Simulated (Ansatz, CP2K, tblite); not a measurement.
# Running H-capped GaAs nanowire along [112] (32 atoms) with CP2K, part 2 of 2

Wanted: CP2K inputs and outputs for H-capped GaAs nanowire along [112] (32 atoms), checked against a plane-wave reference.

Program: CP2K 2026.2; the method stands at each step. Banners, paths, timers and routine set-up lines are dropped from the logs unmarked, and long logs keep their key lines alone; longer cuts are marked.

So far. Step 2 (PBE, DZVP-UZH, 800/60 Ry, diagonalisation): Forces lie 3.7 % from the reference's, at 10 times its CPU time (on 2 against 4 cores). Step 3 (PBE, TZV2P-MOLOPT (SR for Ga, As), 800/60 Ry …): Against the first run (3.7 %), the force difference from the reference is 3.0 %, at 1.4 times the CPU time, with 648 basis functions against 384; this set comes with other potentials too, so the change isn't the basis's alone.

**4. PBE, DZVP-UZH, 800/20 Ry, diagonalisation**

Method: Kohn-Sham DFT, PBE, GTH-PBE pseudopotentials, Gaussian and plane waves, DZVP-MOLOPT (UZH set), diagonalisation.

The input, input.inp:

```
&GLOBAL
  PROJECT cell
  RUN_TYPE ENERGY_FORCE
  PRINT_LEVEL LOW
&END GLOBAL
&FORCE_EVAL
  METHOD QS
  &DFT
    BASIS_SET_FILE_NAME BASIS_MOLOPT_UZH
    POTENTIAL_FILE_NAME POTENTIAL_UZH
    &MGRID
      CUTOFF 800
      REL_CUTOFF 20
      NGRIDS 5
    &END MGRID
    &QS
      EPS_DEFAULT 1.0E-12
    &END QS
    &SCF
      SCF_GUESS ATOMIC
      EPS_SCF 1.0E-06
      MAX_SCF 200
      ADDED_MOS 20
      &DIAGONALIZATION
        ALGORITHM STANDARD
      &END DIAGONALIZATION
      &SMEAR ON
        METHOD FERMI_DIRAC
        ELECTRONIC_TEMPERATURE [K] 580
      &END SMEAR
      &MIXING
        METHOD BROYDEN_MIXING
        ALPHA 0.15
        NBROYDEN 8
      &END MIXING
      &PRINT
        &RESTART OFF
        &END RESTART
      &END PRINT
    &END SCF
    &XC
      &XC_FUNCTIONAL PBE
      &END XC_FUNCTIONAL
    &END XC
    &PRINT
      &MULLIKEN ON
      &END MULLIKEN
      &HIRSHFELD ON
        SHAPE_FUNCTION DENSITY
      &END HIRSHFELD
      &MO ON
        EIGENVALUES T
        OCCUPATION_NUMBERS T
        MO_INDEX_RANGE 69 92
        &EACH
          QS_SCF 0
        &END EACH
        ADD_LAST NUMERIC
      &END MO
    &END PRINT
  &END DFT
  &SUBSYS
    &CELL
      A 17.54338 0.00000 0.00000
      B 0.00000 16.15970 0.00000
      C 0.00000 0.00000 6.92348
    &END CELL
    &TOPOLOGY
      COORD_FILE_NAME structure.xyz
      COORD_FILE_FORMAT XYZ
    &END TOPOLOGY
    &KIND Ga
      BASIS_SET DZVP-MOLOPT-PBE-GTH-q13
      POTENTIAL GTH-PBE-q13
    &END KIND
    &KIND As
      BASIS_SET DZVP-MOLOPT-PBE-GTH-q5
      POTENTIAL GTH-PBE-q5
    &END KIND
    &KIND H
      BASIS_SET DZVP-MOLOPT-PBE-GTH-q1
      POTENTIAL GTH-PBE-q1
    &END KIND
  &END SUBSYS
  &PRINT
    &FORCES ON
    &END FORCES
  &END PRINT
&END FORCE_EVAL
```

The input, structure.xyz:

```xyz
32

[... 32 atom lines left out: the same atoms as in the first run ...]
```

On the command line:

```bash
$ OMP_NUM_THREADS=2 cp2k.psmp -i input.inp > output.txt
```

Numbers of over 12 decimals in the logs are rounded to 6 here.

The program printed:

```text
CP2K| version string:                                       CP2K version 2026.2
 CP2K| Input file name                                                 input.inp
 GLOBAL| Basis set file name                                    BASIS_MOLOPT_UZH
 GLOBAL| Potential file name                                       POTENTIAL_UZH
 GLOBAL| Run type                                                   ENERGY_FORCE
 GLOBAL| Total number of message passing processes                             1
 GLOBAL| Number of threads for this process                                    2
[... lines left out ...]
                        Smear method:                                FERMI_DIRAC
[... lines left out ...]
 Number of electrons:                                                        160
[... lines left out ...]
  Step     Update method      Time    Convergence         Total energy    Change
[... lines left out ...]
  *** SCF run converged in    35 steps ***
[... lines left out ...]
  Fermi energy:                                                -0.085451
  Total energy:                                              -656.515358
  Total energy (extrapolated to T->0):                       -656.515358
[... lines left out ...]
 MO| E(Fermi):           -0.085451 a.u.         -2.325227 eV
[... lines left out ...]
                           Hirshfeld Charges
  #Atom  Element  Kind  Ref Charge     Population                    Net charge
      1       Ga     1      13.000         12.859                         0.141
      2       As     2       5.000          5.029                        -0.029
      3       Ga     1      13.000         12.849                         0.151
[...]
31       H      3       1.000          0.995                         0.005
     32       H      3       1.000          0.974                         0.026
  Total Charge                                                            0.000
 !-----------------------------------------------------------------------------!
 ENERGY| Total FORCE_EVAL ( QS ) energy [hartree]           -656.515357
 FORCES| Atomic forces [hartree/bohr]
 FORCES|   Atom     x               y               z               |f|
 FORCES|      1 -3.51470741E-02 -2.85894147E-02 -1.60931384E-02   4.80797313E-02
 FORCES|      2  1.94294193E-02  2.13348296E-02  3.13424764E-03   2.90258642E-02
 FORCES|      3 -5.57902082E-02 -3.72964514E-02 -3.15555245E-02   7.41574254E-02
[...]
FORCES|     31  6.74794926E-03 -3.13431755E-02  1.71725667E-03   3.21072958E-02
 FORCES|     32  1.94171248E-02 -2.47409129E-03  1.24971553E-02   2.32233665E-02
 FORCES| Sum    -1.21792804E-02 -5.51737792E-02 -1.11740184E-02
 FORCES| Total atomic force                                       5.75963494E-02
```

Wall time 3 min (2 threads of Arm Neoverse V1, shared host); peak memory 6.8 GiB.

Compared with the plane-wave run:

```yaml
r_m_s_force_component: 1.164 eV/Å
r_m_s_difference_of_force_components: 352.5 meV/Å
longest_difference_of_force_vectors: 1612 meV/Å
force_difference_over_r_m_s_force: 35.27 %
slope_of_forces_against_the_reference_s: 1.116
correlation_of_force_components: 0.9589
spacing_of_highest_filled_and_lowest_empty_level: 2.01 eV
gap_difference: -0.0219 eV
energy_less_the_same_level_run_s: -28.78 meV/atom
r_m_s_force_difference_from_the_same_level_run: 345.3 meV/Å
```

This is a coarse setting, run to see what it loses.

Against the first run (3.7 %), the force difference from the reference is 35 %, at 0.87 times the CPU time: the grid matters here.

The difference per atom is largest on Ga (1.2 eV/Å on average, against 0.068 on As). The forces add up to 3.0 eV/Å instead of zero, usually a sign of too coarse a grid.

**5. PBEsol, PBE potentials, DZVP-UZH, 800/60 Ry, diagonalisation**

Method: Kohn-Sham DFT, PBEsol, GTH-PBE pseudopotentials, Gaussian and plane waves, DZVP-MOLOPT (UZH set), diagonalisation.

Changes to input.inp since step 4:

```diff
@@ -12,3 +12,3 @@
       CUTOFF 800
-      REL_CUTOFF 20
+      REL_CUTOFF 60
       NGRIDS 5
@@ -41,3 +41,6 @@
     &XC
-      &XC_FUNCTIONAL PBE
+      &XC_FUNCTIONAL
+        &PBE
+          PARAMETRIZATION PBESOL
+        &END PBE
       &END XC_FUNCTIONAL
```

structure.xyz is that of step 4.

The program printed:

```text
CP2K| version string:                                       CP2K version 2026.2
 CP2K| Input file name                                                 input.inp
 GLOBAL| Basis set file name                                    BASIS_MOLOPT_UZH
 GLOBAL| Potential file name                                       POTENTIAL_UZH
 GLOBAL| Run type                                                   ENERGY_FORCE
 GLOBAL| Total number of message passing processes                             1
 GLOBAL| Number of threads for this process                                    2
[... lines left out ...]
                        Smear method:                                FERMI_DIRAC
[... lines left out ...]
 Number of electrons:                                                        160
[... lines left out ...]
  Step     Update method      Time    Convergence         Total energy    Change
[... lines left out ...]
  *** SCF run converged in    35 steps ***
[... lines left out ...]
  Fermi energy:                                                -0.085624
  Total energy:                                              -654.902445
  Total energy (extrapolated to T->0):                       -654.902445
[... lines left out ...]
 MO| E(Fermi):           -0.085624 a.u.         -2.329948 eV
[... lines left out ...]
                           Hirshfeld Charges
  #Atom  Element  Kind  Ref Charge     Population                    Net charge
      1       Ga     1      13.000         12.884                         0.116
      2       As     2       5.000          5.020                        -0.020
      3       Ga     1      13.000         12.874                         0.126
[...]
31       H      3       1.000          0.989                         0.011
     32       H      3       1.000          0.970                         0.030
  Total Charge                                                           -0.000
 !-----------------------------------------------------------------------------!
 ENERGY| Total FORCE_EVAL ( QS ) energy [hartree]           -654.902441
 FORCES| Atomic forces [hartree/bohr]
 FORCES|   Atom     x               y               z               |f|
 FORCES|      1 -2.71965817E-02 -5.73287297E-03 -3.92309223E-03   2.80697442E-02
 FORCES|      2  2.37680130E-02  2.23222548E-02  5.98043187E-04   3.26122547E-02
 FORCES|      3 -3.53494433E-02 -1.27568646E-02 -2.30446910E-02   4.40837671E-02
[...]
FORCES|     31  6.59702062E-03 -3.01646018E-02  1.67096649E-03   3.09227427E-02
 FORCES|     32  2.11917771E-02 -3.39569562E-03  1.36530907E-02   2.54367657E-02
 FORCES| Sum     5.21231891E-03 -9.89590619E-04 -2.85239271E-03
 FORCES| Total atomic force                                       6.02359545E-03
```

The job ended after 3.5 min (2 threads; peak memory 6.8 GiB; 6.2 min of CPU time).

Compared with the plane-wave run:

- r.m.s. force component: 1.036 eV/Å
- r.m.s. difference of force components: 100.6 meV/Å
- longest difference of force vectors: 374.5 meV/Å
- force difference over r.m.s. force: 10.06 %
- slope of forces against the reference's: 1.032
- correlation of force components: 0.9957
- gap (highest filled to lowest empty level): 1.978 eV
- gap difference: -0.0539 eV

Against the first run (3.7 %), the force difference from the reference is 10 %, at 1.0 times the CPU time; the model has changed, so this is no error of the program alone.

**6. PBE, DZVP-UZH, 560/60 Ry, diagonalisation**

Method: Kohn-Sham DFT, PBE, GTH-PBE pseudopotentials, Gaussian and plane waves, DZVP-MOLOPT (UZH set), diagonalisation.

Changes to input.inp since step 5:

```diff
@@ -11,5 +11,4 @@
     &MGRID
-      CUTOFF 800
+      CUTOFF 560
       REL_CUTOFF 60
-      NGRIDS 5
     &END MGRID
@@ -41,6 +40,3 @@
     &XC
-      &XC_FUNCTIONAL
-        &PBE
-          PARAMETRIZATION PBESOL
-        &END PBE
+      &XC_FUNCTIONAL PBE
       &END XC_FUNCTIONAL
@@ -70,6 +66,30 @@
     &END CELL
-    &TOPOLOGY
-      COORD_FILE_NAME structure.xyz
-      COORD_FILE_FORMAT XYZ
-    &END TOPOLOGY
+    &COORD
+      SCALED
+      Ga 0.33070 0.37089 0.49038
+      As 0.32491 0.42204 0.82159
+      Ga 0.33411 0.57728 0.83689
+      As 0.32908 0.62589 0.16395
+      Ga 0.44569 0.38116 0.98703
+      As 0.44331 0.42506 0.35392
+      Ga 0.44415 0.58251 0.33273
+      As 0.44541 0.62732 0.65951
+      Ga 0.55557 0.37232 0.50752
+      As 0.55384 0.42454 0.83912
+      Ga 0.56448 0.58310 0.83110
+      As 0.55706 0.62820 0.16598
+      Ga 0.67085 0.37507 0.00821
+      As 0.67492 0.41716 0.33608
+      Ga 0.66703 0.57857 0.34106
+      As 0.67238 0.62148 0.66448
+      H 0.25816 0.41162 0.39421
+      H 0.32868 0.27553 0.49627
+      H 0.25811 0.39547 0.93821
+      H 0.25757 0.61187 0.72252
+[... 8 atom lines left out ...]
+      H 0.73959 0.39167 0.43409
+      H 0.74489 0.60924 0.23318
+      H 0.67171 0.72364 0.67092
+      H 0.74235 0.59454 0.75889
+    &END COORD
     &KIND Ga
```

On the command line:

```bash
$ OMP_NUM_THREADS=1 cp2k.psmp -i input.inp > output.txt
```

The program printed:

```text
CP2K| version string:                                       CP2K version 2026.2
 CP2K| Input file name                                                 input.inp
 GLOBAL| Basis set file name                                    BASIS_MOLOPT_UZH
 GLOBAL| Potential file name                                       POTENTIAL_UZH
 GLOBAL| Run type                                                   ENERGY_FORCE
 GLOBAL| Total number of message passing processes                             1
 GLOBAL| Number of threads for this process                                    1
[... lines left out ...]
                        Smear method:                                FERMI_DIRAC
[... lines left out ...]
 Number of electrons:                                                        160
[... lines left out ...]
  Step     Update method      Time    Convergence         Total energy    Change
[... lines left out ...]
  *** SCF run converged in    34 steps ***
[... lines left out ...]
  Fermi energy:                                                -0.085345
  Total energy:                                              -656.481637
  Total energy (extrapolated to T->0):                       -656.481637
[... lines left out ...]
 MO| E(Fermi):           -0.085345 a.u.         -2.322344 eV
[... lines left out ...]
                           Hirshfeld Charges
  #Atom  Element  Kind  Ref Charge     Population                    Net charge
      1       Ga     1      13.000         12.859                         0.141
      2       As     2       5.000          5.029                        -0.029
      3       Ga     1      13.000         12.849                         0.151
[...]
31       H      3       1.000          0.995                         0.005
     32       H      3       1.000          0.974                         0.026
  Total Charge                                                           -0.000
 !-----------------------------------------------------------------------------!
 ENERGY| Total FORCE_EVAL ( QS ) energy [hartree]           -656.481645
 FORCES| Atomic forces [hartree/bohr]
 FORCES|   Atom     x               y               z               |f|
 FORCES|      1 -3.26143993E-02 -7.09958815E-03 -2.98479192E-03   3.35113739E-02
 FORCES|      2  1.96064838E-02  2.09807209E-02  3.36780914E-03   2.89127480E-02
 FORCES|      3 -3.93359042E-02 -1.33100637E-02 -2.69960655E-02   4.95303817E-02
[...]
FORCES|     31  6.79991107E-03 -3.12095891E-02  1.71742563E-03   3.19879163E-02
 FORCES|     32  1.94057045E-02 -2.44534373E-03  1.25809936E-02   2.32560202E-02
 FORCES| Sum    -6.23825885E-03 -3.47915414E-03 -1.69164199E-03
 FORCES| Total atomic force                                       7.34043865E-03
```

The job ended after 4.3 min (1 thread; peak memory 4.1 GiB).

Numbers from this run, and their distance from the reference:

- r.m.s. force component: 1.031 eV/Å
- r.m.s. difference of force components: 58.53 meV/Å
- longest difference of force vectors: 237.4 meV/Å
- force difference over r.m.s. force: 5.855 %
- slope of forces against the reference's: 1.031
- correlation of force components: 0.9989
- gap (highest filled to lowest empty level): 2.013 eV
- gap difference: -0.0198 eV
- energy less the same-level run's: -0.1157 meV/atom
- r.m.s. force difference from the same-level run: 50.27 meV/Å

Against the first run (3.7 %), the force difference from the reference is 5.9 %, at 0.72 times the CPU time (on 1 against 2 cores): the grid matters here.

The difference per atom is largest on Ga (0.17 eV/Å on average, against 0.055 on As).

**7. All runs compared**

Differences are against the plane-wave reference, forces as r.m.s. over components; share is that over the reference's r.m.s. force, slope the least-squares factor from reference forces to these. Total energies of different programs have different zeros and aren't compared.

```csv
run,"Δ force, r.m.s. (meV/Å)",share (%),slope,Δ gap (eV),cores,CPU time,memory (GiB)
reference,-,-,-,-,4,36 s,1.5
"CP2K PBE, DZVP-UZH, 800/60 Ry, diagonalisation",36.5,3.65,1.026,-0.0197,2,6 min,6.8
"CP2K PBE, TZV2P-MOLOPT (SR for Ga, As), 800/60 Ry, diagonalisation",29.7,2.97,1.013,-0.0056,2,8.6 min,6.8
"CP2K PBE, DZVP-UZH, 800/20 Ry, diagonalisation (coarse)",353,35.3,1.116,-0.0219,2,5.2 min,6.8
"CP2K PBEsol, PBE potentials, DZVP-UZH, 800/60 Ry, diagonalisation",101,10.1,1.032,-0.0539,2,6.2 min,6.8
"CP2K PBE, DZVP-UZH, 560/60 Ry, diagonalisation (coarse)",58.5,5.86,1.031,-0.0198,1,4.3 min,4.1
```

Rows marked coarse were listed beforehand as settings not expected to be converged; some can still land near the reference.

CPU time is summed over cores on a shared host, where runs went side by side, so it is rough. Symmetry, cutoffs, thresholds, outputs and thread counts weren't matched or tuned between programs; memory under MPI is the largest rank's times the ranks.

Mean charges by element (e), by run and scheme:

```
                                                               run     scheme     Ga     As      H
                                                         reference     Löwdin  +0.06  +0.09  -0.01
                    CP2K PBE, DZVP-UZH, 800/60 Ry, diagonalisation   Mulliken  +0.16  -0.11  -0.03
                    CP2K PBE, DZVP-UZH, 800/60 Ry, diagonalisation  Hirshfeld  +0.14  -0.02  -0.06
CP2K PBE, TZV2P-MOLOPT (SR for Ga, As), 800/60 Ry, diagonalisation   Mulliken  -0.34  +0.49  -0.08
CP2K PBE, TZV2P-MOLOPT (SR for Ga, As), 800/60 Ry, diagonalisation  Hirshfeld  +0.15  -0.01  -0.07
 CP2K PBEsol, PBE potentials, DZVP-UZH, 800/60 Ry, diagonalisation   Mulliken  +0.12  -0.10  -0.01
 CP2K PBEsol, PBE potentials, DZVP-UZH, 800/60 Ry, diagonalisation  Hirshfeld  +0.12  -0.01  -0.06
                    CP2K PBE, DZVP-UZH, 560/60 Ry, diagonalisation   Mulliken  +0.16  -0.11  -0.03
                    CP2K PBE, DZVP-UZH, 560/60 Ry, diagonalisation  Hirshfeld  +0.14  -0.02  -0.06
```

The reference's Löwdin charges lack the electrons that the projection spills, 0.031 e an atom on average.

Within one program, basis, potentials and functional, energies share a zero. Each run against its twin at the usual cutoff or grid and solver:

```csv
run,twin,Δ energy (meV/atom),"Δ force, r.m.s. (meV/Å)",CPU time over the twin's
"CP2K PBE, DZVP-UZH, 800/20 Ry, diagonalisation","DZVP-UZH, 800/60 Ry, diagonalisation",-28.8,345,0.87
"CP2K PBE, DZVP-UZH, 560/60 Ry, diagonalisation","DZVP-UZH, 800/60 Ry, diagonalisation",-0.116,50.3,0.72 (this twin ran on 2 cores)
```

A second geometry, displaced anew (every atom was moved at random, 0.04 Å r.m.s. a Cartesian component (hydrogen 0.6 of that)), gives an energy difference that all programs can be tested on. The reference puts it at -34.33 meV/atom.

```
                                                               run  energy less the first geometry's (meV/atom)  error (meV/atom)  force share at the second geometry (%)
                    CP2K PBE, DZVP-UZH, 800/60 Ry, diagonalisation                                       -35.51             -1.18                                    5.02
CP2K PBE, TZV2P-MOLOPT (SR for Ga, As), 800/60 Ry, diagonalisation                                       -35.05            -0.726                                    4.92
                    CP2K PBE, DZVP-UZH, 800/20 Ry, diagonalisation                                       -35.98             -1.65                                    54.0
 CP2K PBEsol, PBE potentials, DZVP-UZH, 800/60 Ry, diagonalisation                                       -36.11             -1.79                                    15.1
                    CP2K PBE, DZVP-UZH, 560/60 Ry, diagonalisation                                       -35.73             -1.40                                    9.52
```

Further runs of this program without a result: CP2K GFN1-xTB, diagonalisation (not converged).

**8. What came out**

* nearest in forces: CP2K PBE, TZV2P-MOLOPT (SR for Ga, As), 800/60 Ry, diagonalisation, 3.0 %
* its CPU time: 8.6 min

What this shows: The PBE runs in local orbitals, coarse settings apart, differ by 3.0 % (CP2K PBE, TZV2P-MOLOPT (SR for Ga, As), 800/60 Ry, diagonalisation) to 3.7 % (CP2K PBE, DZVP-UZH, 800/60 Ry, diagonalisation); basis, grid and potentials can all enter. Rows with another functional or a dispersion term differ by 10 % (CP2K PBEsol, PBE potentials, DZVP-UZH, 800/60 Ry, diagonalisation), which mixes the change of model with differences of basis and potentials, some of them made for another functional. Runs with settings chosen to be coarse differ by 5.9 % (CP2K PBE, DZVP-UZH, 560/60 Ry, diagonalisation) to 35 % (CP2K PBE, DZVP-UZH, 800/20 Ry, diagonalisation), their programs' other errors included. None of the electronic-structure runs in the table takes under half the reference's CPU time of 36 s; they take 7.2 to 14 times as much. At the same functional, gaps differ from the reference's 2.03 eV by between -0.02 and -0.01 eV. These are spacings on the run's k-points, which needn't hold the band edges. Charges hang on scheme and program or settings: among these rows the mean for As runs from -0.11 to +0.49 e, even in sign. The energy difference between the two geometries, -34.3 meV/atom in the reference, is met best by CP2K PBE, TZV2P-MOLOPT (SR for Ga, As), 800/60 Ry, diagonalisation (-0.726) and worst by CP2K PBEsol, PBE potentials, DZVP-UZH, 800/60 Ry, diagonalisation (-1.79). The potentials hold different valence shells: 240 electrons in the reference, 160 in CP2K with TZV2P-MOLOPT; this bears on time and differences. Caps of real hydrogen don't mimic the fractional bonds of a polar compound, so surface states and strained caps may belong to the model. The electronic-structure runs sample only Γ, in a cell whose periodic width is 7 Å.

[Also dropped from logs without a mark: logging warnings of Python, and SIESTA's first energy breakdown and zero terms.]

[Logs are printed without paths, hosts, clocks, repeated set-up lines and the standing remarks that a program may print on its own settings, such as how far it seeks lower states.]

[Hosts, paths, dates, database ids (printed as entryN), source tags and the programs' standing remarks are cut or masked in the printed files.]
